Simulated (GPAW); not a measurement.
**Ta: optical spectrum from first principles**

Aim: the dielectric function of Ta, and the optical constants that follow from it.

Main program and level: GPAW 26.7.0; DFT, LDA, plane-wave PAW (GPAW data sets), scalar-relativistic, RPA, optical limit.

This is a report of a sequence of runs, with most program output left out.

## Step 1: The starting structure

Symmetry: Im-3m, No. 229, cubic system. The conventional cell has a = 3.303 Å, b = 3.303 Å, c = 3.303 Å, α = 90.00°, β = 90.00°, γ = 90.00°. Ta has 8 Ta at 2.86 Å nearest.

Coordinates:

```cif
data_structure
_symmetry_space_group_name_H-M 'P 1'
_symmetry_Int_Tables_number 1
_cell_length_a 2.8601
_cell_length_b 2.8601
_cell_length_c 2.8601
_cell_angle_alpha 109.471
_cell_angle_beta 109.471
_cell_angle_gamma 109.471
_cell_volume 18.01
loop_
_atom_site_label
_atom_site_type_symbol
_atom_site_fract_x
_atom_site_fract_y
_atom_site_fract_z
_atom_site_occupancy
Ta1 Ta 0.00000 0.00000 0.00000 1
```

## Step 2: Ground state

The self-consistent density comes first; it also tells whether there is a gap, which decides the occupations and the need for a Drude term.

This step: DFT, LDA, plane-wave PAW (GPAW data sets), scalar-relativistic, ground state (GPAW 26.7.0).

gs.py

```python
from ase import Atoms
from ase.dft.bandgap import bandgap
from gpaw import GPAW, PW, FermiDirac

atoms = Atoms(['Ta'],
              cell=[[-1.651280000000, 1.651280000000, 1.651280000000],
                    [1.651280000000, -1.651280000000, 1.651280000000],
                    [1.651280000000, 1.651280000000, -1.651280000000]],
              scaled_positions=[[0.000000000000, 0.000000000000, 0.000000000000]],
              pbc=[True, True, True])
atoms.calc = GPAW(mode=PW(500), xc='LDA', kpts={'size': (9, 9, 9), 'gamma': True},
                  occupations=FermiDirac(0.05), maxiter=150, txt='gs.txt')
print('energy (eV)', atoms.get_potential_energy())
print('Fermi level (eV)', atoms.calc.get_fermi_level())
print('valence electrons', atoms.calc.get_number_of_electrons())
print('gap (eV)', bandgap(atoms.calc, output=None)[0])
print('direct gap (eV)', bandgap(atoms.calc, direct=True, output=None)[0])
atoms.calc.write('gs.gpw')
```

The run is started by

```console
$ OMP_NUM_THREADS=1 python gs.py
```

Elapsed: 3.4 s, on 1 thread of Arm Neoverse V2, shared host; peak memory 0.12 GiB.

Numbers from this step:

| Quantity | Value |
| --- | --- |
| energy | -10.90 eV |
| Fermi energy | 11.53 eV |
| electrons | 13 |

There are states at the Fermi level within the smearing, so the occupations stay smeared and the carriers get a Drude term.

## Step 3: Bands for the response

The response needs many more empty bands than the density does.

This step: DFT, LDA, plane-wave PAW (GPAW data sets), scalar-relativistic, bands at fixed density (GPAW 26.7.0).

nscf.py

```python
from ase.dft.bandgap import bandgap
from gpaw import GPAW, FermiDirac

calc = GPAW('gs.gpw').fixed_density(kpts={'size': (15, 15, 15), 'gamma': True}, nbands=25, convergence={'bands': 19},
                                    occupations=FermiDirac(0.05), txt='nscf.txt')
print('gap (eV)', bandgap(calc, output=None)[0])
print('direct gap (eV)', bandgap(calc, direct=True, output=None)[0])
print('top band over the Fermi level (eV)', min(calc.get_eigenvalues(kpt=k)[18] for k in range(len(calc.get_ibz_k_points()))) - calc.get_fermi_level())
calc.write('full.gpw', mode='all')
```

The run is started by

```console
$ OMP_NUM_THREADS=1 python nscf.py
```

The job ended after 13 s (1 thread; peak memory 0.16 GiB).

## Step 4: Dielectric function, RPA

Local fields let the induced charge screen the field inside the cell, which as a rule lowers ε, most along directions where the density is uneven.

This step: DFT, LDA, plane-wave PAW (GPAW data sets), scalar-relativistic, RPA, optical limit (GPAW 26.7.0).

df.py

```python
from gpaw.response.df import DielectricFunction

df = DielectricFunction('full.gpw', frequencies={'type': 'nonlinear', 'domega0': 0.03, 'omega2': 8},
                        ecut=50,
                        eta=0.15,
                        nbands=19,
                        rate=0.05,
                        txt='df.txt')
for direction in ['x']:
    df.get_dielectric_function(xc='RPA', direction=direction, filename=f'df_{direction}.csv')
```

The run is started by

```console
$ OMP_NUM_THREADS=1 python df.py
```

Run time: 4.6 s. Hardware: 1 thread; peak memory 0.18 GiB.

The Im ε, E ∥ x has structure finer than the step of the table below, so its rows give means over 0.5 eV, whole bins alone (the curve runs from 0.305 to 14.0 eV). Peaks (eV: height): 3.22: 15.5, 5.08: 20.8.

Sum at mesh points, not converged in k. Table of Im ε, E ∥ x by photon energy; means over each step:

photon energy (eV), Im ε, E ∥ x and a bar:
```
      1.0         10 ##############
      1.5          8 ############
      2.0          8 ###########
      2.5         11 ################
      3.0         13 ####################
      3.5         13 ###################
      4.0         12 #################
      4.5         12 ##################
      5.0         19 ##############################
      5.5         15 ######################
      6.0          9 #############
      6.5          5 ######
      7.0          4 ####
      7.5          4 ###
      8.0          3 ###
      8.5          4 ####
      9.0          4 ####
      9.5          4 ####
     10.0          3 ##
     10.5          3 ##
     11.0          3 ##
     11.5          2 #
     12.0          2 #
     12.5          2 
     13.0          2 
     13.5          2
```

Values under 1 per cm are given as 1; sum at mesh points, not converged in k. Table of absorption coefficient, E ∥ x by photon energy:

photon energy (eV), log10 absorption coefficient, E ∥ x (1/cm) and a bar from the least value:
```
    0.492        5.9 ############
    1.010        5.8 ##########
    1.486        5.7 ######
    1.985        5.6 
    2.508        5.7 ###
    3.018        5.8 ########
    3.510        5.9 ############
    3.980        5.9 ##############
    4.516        5.9 ##############
    4.981        6.2 #########################
    5.515        6.3 ##############################
    6.021        6.3 #############################
    6.494        6.3 #############################
    6.985        6.2 ##########################
    7.496        6.1 ########################
    8.026        6.1 ######################
    8.516        6.2 #########################
    9.023        6.2 ###########################
    9.483        6.2 ############################
   10.026        6.2 ###########################
   10.519        6.2 ###########################
   11.029        6.3 #############################
   11.479        6.2 ##########################
   12.023        6.2 ############################
   12.504        6.2 ###########################
   13.000        6.2 ##########################
   13.512        6.2 ##########################
```

The Im ε, E ∥ x has structure finer than the step of the table below, so its rows give means over 0.5 eV, whole bins alone (the curve runs from 0.305 to 14.0 eV). Peaks (eV: height): without local fields 3.22: 15.5, 5.08: 20.7; with local fields 3.22: 15.5, 5.08: 20.8.

Sum at mesh points, not converged in k. The Im ε, E ∥ x by photon energy; means over each step:

| photon energy (eV) | without local fields | with local fields |
| --- | --- | --- |
| 1.0 | 9.84 | 9.85 |
| 1.5 | 8.46 | 8.47 |
| 2.0 | 8.30 | 8.31 |
| 2.5 | 11.2 | 11.2 |
| 3.0 | 13.5 | 13.5 |
| 3.5 | 12.9 | 12.9 |
| 4.0 | 12.0 | 12.0 |
| 4.5 | 12.2 | 12.2 |
| 5.0 | 19.5 | 19.5 |
| 5.5 | 14.8 | 14.9 |
| 6.0 | 8.98 | 9.07 |
| 6.5 | 5.41 | 5.47 |
| 7.0 | 3.89 | 3.93 |
| 7.5 | 3.61 | 3.66 |
| 8.0 | 3.17 | 3.22 |
| 8.5 | 4.16 | 4.24 |
| 9.0 | 4.14 | 4.21 |
| 9.5 | 4.07 | 4.17 |
| 10.0 | 2.70 | 2.76 |
| 10.5 | 2.74 | 2.82 |
| 11.0 | 2.70 | 2.77 |
| 11.5 | 1.93 | 1.99 |
| 12.0 | 2.26 | 2.32 |
| 12.5 | 1.65 | 1.70 |
| 13.0 | 1.63 | 1.67 |
| 13.5 | 1.58 | 1.61 |

Sum at mesh points, not converged in k. Reflectivity at normal incidence, E ∥ x against photon energy; read off at these points:

| photon energy (eV) | reflectivity at normal incidence, E ∥ x (%) |
| --- | --- |
| 0.500 | 97.2 |
| 0.750 | 96.6 |
| 1.000 | 94.6 |
| 1.250 | 88.0 |
| 1.500 | 73.3 |
| 1.750 | 57.2 |
| 2.000 | 39.3 |
| 2.250 | 36.7 |
| 2.500 | 38.1 |
| 2.750 | 42.4 |
| 3.000 | 40.8 |
| 3.250 | 46.4 |
| 3.302 | 46.6 |
| 3.500 | 42.0 |
| 3.750 | 42.8 |
| 4.000 | 41.0 |
| 4.250 | 41.0 |
| 4.500 | 38.6 |
| 4.750 | 45.5 |
| 5.000 | 52.5 |
| 5.250 | 58.7 |
| 5.500 | 61.3 |
| 5.750 | 63.3 |
| 6.000 | 61.9 |
| 6.250 | 63.8 |
| 6.500 | 66.6 |
| 6.750 | 60.5 |
| 7.000 | 59.2 |
| 7.250 | 53.7 |
| 7.500 | 45.3 |
| 7.750 | 47.4 |
| 8.000 | 40.6 |
| 8.250 | 32.1 |
| 8.500 | 36.4 |
| 8.750 | 37.1 |
| 9.000 | 41.1 |
| 9.250 | 38.7 |
| 9.500 | 40.9 |
| 9.750 | 49.1 |
| 9.888 | 52.9 |
| 10.000 | 50.3 |
| 10.250 | 39.3 |
| 10.500 | 39.2 |
| 10.750 | 38.2 |
| 11.000 | 43.6 |
| 11.250 | 46.9 |
| 11.328 | 47.8 |
| 11.500 | 41.8 |
| 11.750 | 35.1 |
| 12.000 | 37.4 |
| 12.250 | 44.7 |
| 12.342 | 46.6 |
| 12.500 | 42.3 |
| 12.750 | 39.1 |
| 13.000 | 33.4 |
| 13.250 | 36.5 |
| 13.500 | 34.1 |
| 13.750 | 32.9 |

The loss function −Im 1/ε at q → 0, E ∥ x has structure finer than the step of the table below, so its rows give means over 0.5 eV, whole bins alone (the curve runs from 0.305 to 14.0 eV). Peaks (eV: height): 1.99: 0.128, 8.09: 0.291, 11.79: 0.395.

Sum at mesh points, not converged in k. Loss function −Im 1/ε at q → 0, E ∥ x against energy loss; means over each step:

```csv
energy loss (eV),"loss function −Im 1/ε at q → 0, E ∥ x"
1.0,0.00514
1.5,0.0441
2.0,0.110
2.5,0.0775
3.0,0.0668
3.5,0.0754
4.0,0.0790
4.5,0.0712
5.0,0.0493
5.5,0.0529
6.0,0.0663
6.5,0.0789
7.0,0.122
7.5,0.182
8.0,0.244
8.5,0.220
9.0,0.206
9.5,0.196
10.0,0.219
10.5,0.282
11.0,0.250
11.5,0.325
12.0,0.329
12.5,0.362
13.0,0.448
13.5,0.484
```

From ε follow the optical constants at some laser and lamp lines:

```
wavelength (nm)     n      k  R (%)     1/α
           1064  0.69  5.423   91.4   16 nm
            800  1.25  3.413   70.0   19 nm
            532  2.70  1.885   37.4   22 nm
            450  3.10  2.175   42.5   16 nm
            308  2.77  2.138   41.0   11 nm
            248  3.36  3.049   52.5  6.5 nm
            193  1.05  2.846   66.0  5.4 nm
```

A polished face would reflect 38 % of daylight and look faintly violet (CIE x = 0.309, y = 0.315 under D65).

## Step 5: Outcome

In words: At this level (LDA, RPA) Ta is a metal. The mesh is too coarse to trust the carriers' weight, the reflectivity or the colour to better than tens of per cent. A polished face would reflect 38 % of daylight and look faintly violet (CIE x = 0.309, y = 0.315 under D65). The carriers' damping of 0.05 eV is typed, not computed; it shapes the response at the lowest energies. Spin-orbit coupling is left out although heavy atoms are present. In this version of GPAW the matrix elements of the optical limit are incomplete, which can lower ε − 1 by up to a tenth where first-row anions or d states rule, and shift it by more in d metals. GPAW's carrier term has the form −ωp²/(ω + i·rate)², which damps like twice the rate and fails at low energy, so the curves leave the lowest energies out. The sum runs over mesh points 0.18 Å⁻¹ apart with no interpolation, so peaks are partly noise of the mesh, and the Drude plasma energy, a sum over the Fermi surface, isn't converged.

[Machine, clock and banner lines and Python warnings are left out of the logs.]

[Logs are printed without paths, hosts, clocks, repeated set-up lines and the standing remarks that a program may print on its own settings, such as how far it seeks lower states.]

[Hosts, paths, dates, database ids (printed as entryN), source tags and the programs' standing remarks are cut or masked in the printed files.]
